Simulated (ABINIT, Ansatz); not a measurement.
**How the form of the self-energy moves the gap of NaAsF6 (R-3)**

Aim: compare treatments of exchange, screening and correlation for the gap of NaAsF6 (R-3).

Method: PBEsol and many-body steps on it, plane waves, in ABINIT 10.8.3.

### Step 1. Set-up

Symmetry: R-3, No. 148, trigonal system. The conventional cell has a = 5.097 Å, b = 5.097 Å, c = 14.122 Å, α = 90.00°, β = 90.00°, γ = 120.00°. Nearest to Na lie 6 F at 2.28 Å. As has 6 F at 1.74 Å nearest. Nearest to F lie 1 As at 1.74 Å and 1 Na at 2.28 Å. Farther neighbours and most contacts between anions are not listed.

The cell and positions are those that the Materials Project relaxed with its own functionals (PBE, PBE+U or r2SCAN), kept fixed.

### Step 2. Empty states on the mesh, 2×2×2 mesh, 229 bands

This step: ABINIT 10.8.3; DFT, PBEsol, plane waves, norm-conserving pseudopotentials.

The sums over transitions need many empty states on a uniform mesh; this step solves for them.

The input, run.abi:

```
acell 3*1.0 Angstrom
rprim 
  2.548317025914 1.471271520892 4.707294566700
  -2.548317025914 1.471271520892 4.707294566700
  0.000000000000 -2.942543041784 4.707294566700
ntypat 3
znucl 11 33 9
natom 8
typat 1 2 3 3 3 3 3 3
xred 
  0.500000000000 0.500000000000 0.500000000000
  -0.000000000000 0.000000000000 0.000000000000
  0.348130510000 0.076071740000 0.790012280000
  0.790012280000 0.348130510000 0.076071740000
  0.076071740000 0.790012280000 0.348130510000
  0.651869490000 0.923928260000 0.209987720000
  0.209987720000 0.651869490000 0.923928260000
  0.923928260000 0.209987720000 0.651869490000
pp_dirpath "pseudos"
pseudos "Na.upf, As.upf, F.upf"
ecut 44
ngkpt 2 2 2
nshiftk 1
shiftk 0 0 0
kptopt 1
chksymbreak 0
iscf -2
irdden 1
istwfk *1
nband 229
nbdbuf 20
tolwfr 1e-09
nstep 60
prtvol 0
indata_prefix "in"
outdata_prefix "out"
tmpdata_prefix "tmp"
```

Run with:

```bash
$ OMP_NUM_THREADS=1 mpirun -n 4 abinit run.abi > log
```

Numbers of over 12 decimals in the logs are rounded to 6 here.

Output:

```text
.Version 10.8.3 of ABINIT. v10.8.2 released Aug 2026.

 Symmetries : space group R-3 (#148); Bravais hR (rhombohedral)
[... echo of the input left out ...]
== DATASET  1 ==================================================================
-   mpi_nproc: 4, omp_nthreads: 1 (-1 if OMP is not activated)

--- !DatasetInfo
iteration_state: {dtset: 1, }
dimensions: {natom: 8, nkpt: 4, mband: 229, nsppol: 1, nspinor: 1, nspden: 1, mpw: 9990, }
cutoff_energies: {ecut:  44.0, pawecutdg:  -1.0, }
[...]
2.86009    2.89151    2.89151    2.91401    2.92712    2.92712    2.94215    2.96663
   2.96663    2.97406    2.98631    3.00365    3.00365    3.01967    3.03106    3.03106
   3.10097    3.10107    3.11547    3.11579    3.13185
 prteigrs : prtvol=0 or 1, do not print more k-points.

== END DATASET(S) ==============================================================
================================================================================

 -outvars: echo values of variables after computation  --------
            nband         229
             nkpt           4
          spgroup         148
 [... the other variables as echoed above ...]

 Calculation completed.
```

The job ended after 95 s (4 MPI ranks of Arm Neoverse V1, shared host; peak memory 0.52 GiB).

This step gave:

* gap: 5.618 eV
* k of the valence top: 0.5, 0.5, 0
* k of the conduction bottom: 0, 0, 0
* least direct gap: 5.695 eV
* k points computed: 4
* lowest point of the top converged band, above the valence top: 79.4621 eV

On this mesh the gap is 5.618 eV.

The density comes from a self-consistent run that is not shown.

### Step 3. Screening, 2×2×2 mesh, 107 bands, screening to 114.3 eV

The RPA dielectric matrix is built and inverted for each q.

This step: RPA screening on PBEsol, plane waves, norm-conserving pseudopotentials.

run.abi: that of step 2 with these lines changed.

```diff
@@ -26,10 +26,11 @@
 chksymbreak 0
-iscf -2
-irdden 1
 istwfk *1
-nband 229
-nbdbuf 20
-tolwfr 1e-09
-nstep 60
-prtvol 0
+occopt 1
+irdwfk 1
+optdriver 3
+nband 107
+ecuteps 4.2
+inclvkb 2
+awtr 1
+symchi 1
 indata_prefix "in"
```

Output:

```text
.Version 10.8.3 of ABINIT. v10.8.2 released Aug 2026.

 Symmetries : space group R-3 (#148); Bravais hR (rhombohedral)
[... echo of the input left out ...]
== DATASET  1 ==================================================================
-   mpi_nproc: 4, omp_nthreads: 1 (-1 if OMP is not activated)

--- !DatasetInfo
iteration_state: {dtset: 1, }
dimensions: {natom: 8, nkpt: 4, mband: 107, nsppol: 1, nspinor: 1, nspden: 1, mpw: 9990, }
cutoff_energies: {ecut:  44.0, pawecutdg:  -1.0, }
electrons: {nelect:   7.40000000E+01, charge:   0.00000000E+00, occopt:   1.00000000E+00, tsmear:   1.00000000E-02, }

 SCREENING: Calculation of the susceptibility and dielectric matrices

 Based on a program developped by R.W. Godby, V. Olevano, G. Onida, and L. Reining.
 Incorporated in ABINIT by V. Olevano, G.-M. Rignanese, and M. Torrent.
.Using double precision arithmetic ; gwpc =  8

[... cell and pseudopotentials left out ...]
--------------------------------------------------------------------------------

 ==== K-mesh for the wavefunctions ====
 Number of points in the irreducible wedge :     4
[... list of points left out ...]
 Together with  6 symmetry operations and time-reversal symmetry
 yields     8 points in the full Brillouin Zone.

 ==== Q-mesh for the screening function ====
 Number of points in the irreducible wedge :     4
[... list of points left out ...]
 Together with  6 symmetry operations and time-reversal symmetry
 yields     8 points in the full Brillouin Zone.

 setmesh: FFT mesh size selected  =    45x   45x   45
          total number of points  =        91125

 vcoul_init : cutoff-mode = AUXILIARY_FUNCTION
 q-points for optical limit:   1
     1)      0.000010    0.000020    0.000030

- screening: taking advantage of time-reversal symmetry
- Maximum band index for partially occupied states nbvw = 37
- Remaining bands to be divided among processors   nbcw = 70
- Number of bands treated by each node ~17

 Number of electrons calculated from density =   74.0000; Expected =   74.0000
 average of density, n =  0.103554
 r_s =    1.3210
 omega_plasma =   31.0412 [eV]

 calculating chi0 at frequencies [eV] :
  1    0.000000E+00    0.000000E+00
  2    0.000000E+00    3.104121E+01

--------------------------------------------------------------------------------
  q-point number  1        q = ( 0.000000, 0.000000, 0.000000) [r.l.u.]
--------------------------------------------------------------------------------
[... chi0 elements left out ...]
 For q-point:  0.000010 0.000020 0.000030
  dielectric constant =   1.8585
  dielectric constant without local fields =   2.0644

  Average fulfillment of the sum rule on Im[epsilon] for q-point    1 :     27.33  [%]
[... wings left out ...]
  q-point number  2        q = ( 0.500000, 0.000000, 0.000000) [r.l.u.]
--------------------------------------------------------------------------------
[... chi0 elements left out ...]
  Average fulfillment of the sum rule on Im[epsilon] for q-point    2 :     31.74  [%]

 [... 2 further q-points ...]
```

Elapsed: 46 s, on 4 MPI ranks; peak memory 2 GiB.

Numbers from this step:

```yaml
eps_infinity_with_local_fields_on_this_mesh_along_the_program_s_q_direction: 1.859
the_same_without_local_fields: 2.064
plasma_frequency: 31.04 eV
plane_waves_in_the_screening_matrix: 297
```

Local fields lower ε∞ by 10 %. On a Γ-centred mesh this coarse the value itself is usually too large, while a short band sum pulls it down.

### Step 4. G0W0, Godby-Needs plasmon pole

The self-energy is evaluated for the states that the input lists, and the levels follow from it, in one-shot runs by the linearised quasiparticle equation.

This step: G0W0 on PBEsol, plane waves, norm-conserving pseudopotentials.

run.abi: that of step 3 with these lines changed.

```diff
@@ -29,8 +29,17 @@
 irdwfk 1
-optdriver 3
+optdriver 4
 nband 107
+gwcalctyp 0
+ecutsigx 44
+symsigma 1
+nkptgw 2
+kptgw 
+  0.5000000000 0.5000000000 0.0000000000
+  0.0000000000 0.0000000000 0.0000000000
+bdgw 
+  36 39
+  36 39
 ecuteps 4.2
-inclvkb 2
-awtr 1
-symchi 1
+irdscr 1
+ppmodel 1
 indata_prefix "in"
```

Output:

```text
.Version 10.8.3 of ABINIT. v10.8.2 released Aug 2026.

 Symmetries : space group R-3 (#148); Bravais hR (rhombohedral)
[... echo of the input left out ...]
== DATASET  1 ==================================================================
-   mpi_nproc: 4, omp_nthreads: 1 (-1 if OMP is not activated)

--- !DatasetInfo
iteration_state: {dtset: 1, }
dimensions: {natom: 8, nkpt: 4, mband: 107, nsppol: 1, nspinor: 1, nspden: 1, mpw: 9990, }
cutoff_energies: {ecut:  44.0, pawecutdg:  -1.0, }
electrons: {nelect:   7.40000000E+01, charge:   0.00000000E+00, occopt:   1.00000000E+00, tsmear:   1.00000000E-02, }

 SIGMA: Calculation of the GW corrections

 Based on a program developped by R.W. Godby, V. Olevano, G. Onida, and L. Reining.
 Incorporated in ABINIT by V. Olevano, G.-M. Rignanese, and M. Torrent.
.Using double precision arithmetic ; gwpc =  8

[... cell and pseudopotentials left out ...]
--------------------------------------------------------------------------------

 ==== K-mesh for the wavefunctions ====
 Number of points in the irreducible wedge :     4
[... list of points left out ...]
 Together with  6 symmetry operations and time-reversal symmetry
 yields     8 points in the full Brillouin Zone.

 ==== Q-mesh for screening function ====
 Number of points in the irreducible wedge :     4
[... list of points left out ...]
 Together with  6 symmetry operations and time-reversal symmetry
 yields     8 points in the full Brillouin Zone.

 vcoul_init : cutoff-mode = AUXILIARY_FUNCTION
 q-points for optical limit:   1
     1)      0.000010    0.000020    0.000030
 setmesh: FFT mesh size selected  =    64x   64x   64
          total number of points  =       262144

 Number of electrons calculated from density =   74.0000; Expected =   74.0000
 average of density, n =  0.103554
 r_s =    1.3210
 omega_plasma =   31.0412 [eV]

 === KS Band Gaps ===
  >>>> For spin  1
   Minimum direct gap =   5.6949 [eV], located at k-point      :   0.0000  0.0000  0.0000
   Fundamental gap    =   5.6173 [eV], Top of valence bands at :   0.5000  0.5000  0.0000
                                       Bottom of conduction at :   0.0000  0.0000  0.0000
 SIGMA fundamental parameters:
 PLASMON POLE MODEL  1
 number of plane-waves for SigmaX                 9975
 number of plane-waves for SigmaC and W            297
 number of plane-waves for wavefunctions          9975
 number of bands                                   107
 number of independent spin polarizations            1
 number of spinorial components                      1
 number of k-points in IBZ                           4
 number of q-points in IBZ                           4
 number of symmetry operations                       6
 number of k-points in BZ                            8
 number of q-points in BZ                            8
 number of frequencies for dSigma/dE                 9
 frequency step for dSigma/dE [eV]                0.25
 number of omega for Sigma on real axis              0
 max omega for Sigma on real axis  [eV]           0.00
 zcut for avoiding poles [eV]                     0.10

 EPSILON^-1 parameters (SCR file):
 dimension of the eps^-1 matrix on file            297
 dimension of the eps^-1 matrix used               297
 number of plane-waves for wavefunctions          9975
 number of bands                                   107
 number of q-points in IBZ                           4
 number of frequencies                               2
 number of real frequencies                          1
 number of imag frequencies                          1

 matrix elements of self-energy operator (all in [eV])

 Perturbative Calculation

--- !SelfEnergy_ee
iteration_state: {dtset: 1, }
kpoint     : [   0.500,    0.500,    0.000, ]
spin       : 1
KS_gap     :    6.517
QP_gap     :   12.172
Delta_QP_KS:    5.655
data: !SigmaeeData |
     Band     E0 <VxcDFT>   SigX SigC(E0)      Z dSigC/dE  Sig(E)    E-E0       E
       36  -2.343 -22.815 -30.381   5.094   0.828  -0.207 -24.863  -2.047  -4.390
       37  -2.248 -22.989 -30.547   5.113   0.828  -0.207 -25.014  -2.025  -4.273
       38   4.269 -22.054 -16.478  -1.380   0.865  -0.156 -18.424   3.630   7.899
       39   8.846 -13.502  -8.308  -2.203   0.891  -0.122 -10.837   2.665  11.511

--- !SelfEnergy_ee
iteration_state: {dtset: 1, }
kpoint     : [   0.000,    0.000,    0.000, ]
spin       : 1
KS_gap     :    5.695
QP_gap     :   10.745
Delta_QP_KS:    5.050
data: !SigmaeeData |
     Band     E0 <VxcDFT>   SigX SigC(E0)      Z dSigC/dE  Sig(E)    E-E0       E
       36  -2.326 -22.885 -30.466   5.114   0.828  -0.208 -24.928  -2.043  -4.369
       37  -2.326 -22.885 -30.466   5.114   0.828  -0.208 -24.928  -2.043  -4.369
       38   3.369 -18.476 -13.487  -1.569   0.879  -0.137 -15.470   3.006   6.375
       39   8.269 -12.569  -7.560  -2.197   0.898  -0.113 -10.043   2.526  10.795

== END DATASET(S) ==============================================================
================================================================================

 -outvars: echo values of variables after computation  --------
           etotal      0.0000000000E+00
            nband         107
             nkpt           4
          spgroup         148
 [... the other variables as echoed above ...]

 Calculation completed.
```

The job ended after 12 s (4 MPI ranks; peak memory 1.1 GiB).

Numbers from this step:

```yaml
g0w0_gap_on_the_points_computed: 10.65 eV
starting_gap_on_the_mesh: 5.618 eV
k_of_the_valence_top: 0.5, 0.5, 0
k_of_the_conduction_bottom: 0, 0, 0
z_at_the_valence_top: 0.828
z_at_the_conduction_bottom: 0.879
least_direct_g0w0_gap_on_the_computed_points: 10.74 eV
```

The gap on the mesh goes from 5.62 eV to 10.65 eV, a correction of +5.03 eV.

### Step 5. G0W0, Engel-Farid plasmon pole

run.abi: that of step 4 with these lines changed.

```diff
@@ -43,3 +43,3 @@
 irdscr 1
-ppmodel 1
+ppmodel 4
 indata_prefix "in"
```

Output:

```text
.Version 10.8.3 of ABINIT. v10.8.2 released Aug 2026.

 Symmetries : space group R-3 (#148); Bravais hR (rhombohedral)
[... echo of the input left out ...]
== DATASET  1 ==================================================================
-   mpi_nproc: 4, omp_nthreads: 1 (-1 if OMP is not activated)

--- !DatasetInfo
iteration_state: {dtset: 1, }
dimensions: {natom: 8, nkpt: 4, mband: 107, nsppol: 1, nspinor: 1, nspden: 1, mpw: 9990, }
cutoff_energies: {ecut:  44.0, pawecutdg:  -1.0, }
electrons: {nelect:   7.40000000E+01, charge:   0.00000000E+00, occopt:   1.00000000E+00, tsmear:   1.00000000E-02, }

 SIGMA: Calculation of the GW corrections

 Based on a program developped by R.W. Godby, V. Olevano, G. Onida, and L. Reining.
 Incorporated in ABINIT by V. Olevano, G.-M. Rignanese, and M. Torrent.
.Using double precision arithmetic ; gwpc =  8

[... cell and pseudopotentials left out ...]
--------------------------------------------------------------------------------

 ==== K-mesh for the wavefunctions ====
 Number of points in the irreducible wedge :     4
[... list of points left out ...]
 Together with  6 symmetry operations and time-reversal symmetry
 yields     8 points in the full Brillouin Zone.

 ==== Q-mesh for screening function ====
 Number of points in the irreducible wedge :     4
[... list of points left out ...]
 Together with  6 symmetry operations and time-reversal symmetry
 yields     8 points in the full Brillouin Zone.

 vcoul_init : cutoff-mode = AUXILIARY_FUNCTION
 q-points for optical limit:   1
     1)      0.000010    0.000020    0.000030
 setmesh: FFT mesh size selected  =    64x   64x   64
          total number of points  =       262144

 Number of electrons calculated from density =   74.0000; Expected =   74.0000
[...]
number of omega for Sigma on real axis              0
 max omega for Sigma on real axis  [eV]           0.00
 zcut for avoiding poles [eV]                     0.10

 EPSILON^-1 parameters (SCR file):
 dimension of the eps^-1 matrix on file            297
 dimension of the eps^-1 matrix used               297
 number of plane-waves for wavefunctions          9975
 number of bands                                   107
 number of q-points in IBZ                           4
 number of frequencies                               2
 number of real frequencies                          1
 number of imag frequencies                          1

 matrix elements of self-energy operator (all in [eV])

 Perturbative Calculation

--- !SelfEnergy_ee
iteration_state: {dtset: 1, }
kpoint     : [   0.500,    0.500,    0.000, ]
spin       : 1
KS_gap     :    6.517
QP_gap     :   12.315
Delta_QP_KS:    5.798
data: !SigmaeeData |
     Band     E0 <VxcDFT>   SigX SigC(E0)      Z dSigC/dE  Sig(E)    E-E0       E
       36  -2.343 -22.815 -30.381   5.106   0.849  -0.177 -24.905  -2.089  -4.432
       37  -2.248 -22.989 -30.547   5.127   0.849  -0.178 -25.053  -2.064  -4.312
       38   4.269 -22.054 -16.478  -1.352   0.884  -0.131 -18.320   3.734   8.003
[...]
--- !SelfEnergy_ee
iteration_state: {dtset: 1, }
kpoint     : [   0.000,    0.000,    0.000, ]
spin       : 1
KS_gap     :    5.695
QP_gap     :   10.834
Delta_QP_KS:    5.139
data: !SigmaeeData |
     Band     E0 <VxcDFT>   SigX SigC(E0)      Z dSigC/dE  Sig(E)    E-E0       E
[...]
38   3.369 -18.476 -13.487  -1.581   0.896  -0.116 -15.422   3.054   6.422
       39   8.269 -12.569  -7.560  -2.199   0.908  -0.101 -10.018   2.551  10.820

== END DATASET(S) ==============================================================
================================================================================

 -outvars: echo values of variables after computation  --------
           etotal      0.0000000000E+00
            nband         107
             nkpt           4
          spgroup         148
 [... the other variables as echoed above ...]

 Calculation completed.
```

Run time: 8.1 s. Hardware: 4 MPI ranks; peak memory 1.1 GiB; 32 s of CPU time.

Numbers from this step:

```yaml
g0w0_gap_on_the_points_computed: 10.73 eV
starting_gap_on_the_mesh: 5.618 eV
k_of_the_valence_top: 0.5, 0.5, 0
k_of_the_conduction_bottom: 0, 0, 0
z_at_the_valence_top: 0.849
z_at_the_conduction_bottom: 0.896
least_direct_g0w0_gap_on_the_computed_points: 10.83 eV
```

Against G0W0 in ABINIT (2×2×2 mesh, 107 bands, screening to 114.3 eV, Godby-Needs plasmon pole), the gap moves by +0.086 eV.

### Step 6. G0W0, von der Linden-Horsch plasmon pole

run.abi: that of step 5 with these lines changed.

```diff
@@ -43,3 +43,3 @@
 irdscr 1
-ppmodel 4
+ppmodel 3
 indata_prefix "in"
```

Output:

```text
.Version 10.8.3 of ABINIT. v10.8.2 released Aug 2026.

 Symmetries : space group R-3 (#148); Bravais hR (rhombohedral)
[... echo of the input left out ...]
== DATASET  1 ==================================================================
-   mpi_nproc: 4, omp_nthreads: 1 (-1 if OMP is not activated)

--- !DatasetInfo
iteration_state: {dtset: 1, }
dimensions: {natom: 8, nkpt: 4, mband: 107, nsppol: 1, nspinor: 1, nspden: 1, mpw: 9990, }
cutoff_energies: {ecut:  44.0, pawecutdg:  -1.0, }
[...]
Band     E0 <VxcDFT>   SigX SigC(E0)      Z dSigC/dE  Sig(E)    E-E0       E
[...]
38   3.369 -18.476 -13.487  -1.579   0.932  -0.073 -15.299   3.177   6.546
       39   8.269 -12.569  -7.560  -2.235   0.945  -0.058  -9.947   2.622  10.891

== END DATASET(S) ==============================================================
================================================================================

 -outvars: echo values of variables after computation  --------
           etotal      0.0000000000E+00
            nband         107
             nkpt           4
          spgroup         148
 [... the other variables as echoed above ...]

 Calculation completed.
```

Elapsed: 8.1 s, on 4 MPI ranks; peak memory 1.1 GiB.

This step gave:

* G0W0 gap on the points computed: 11.03 eV
* starting gap on the mesh: 5.618 eV
* k of the valence top: 0.5, 0.5, 0
* k of the conduction bottom: 0, 0, 0
* least direct G0W0 gap on the computed points: 11.14 eV

Against G0W0 in ABINIT (2×2×2 mesh, 107 bands, screening to 114.3 eV, Godby-Needs plasmon pole), the gap moves by +0.383 eV.

(Continued in part 2 of 2.)

[Paths, hosts, dates, memory and timing lines, banners, echoed tables and standing remarks are left out of the program output.]

[Logs are printed without paths, hosts, clocks, repeated set-up lines and the standing remarks that a program may print on its own settings, such as how far it seeks lower states.]

[Runs of the session that timed out or met a known fault of the program may be left out.]

[No measured gap is set beside runs whose start may be inverted or whose files or cutoffs have a known fault.]

[Hosts, paths, dates, database ids (printed as entryN), source tags and the programs' standing remarks are cut or masked in the printed files.]

[G0W0 gaps are taken among the corrected bands and points alone; a level outside them can change the order at an edge.]

[Where Ansatz stands beside ABINIT at settings called matched, ABINIT's density can come from a denser mesh and the files from another edition; pairs whose starting gaps differed by over 0.03 eV were left out, so agreement reads better than it is.]
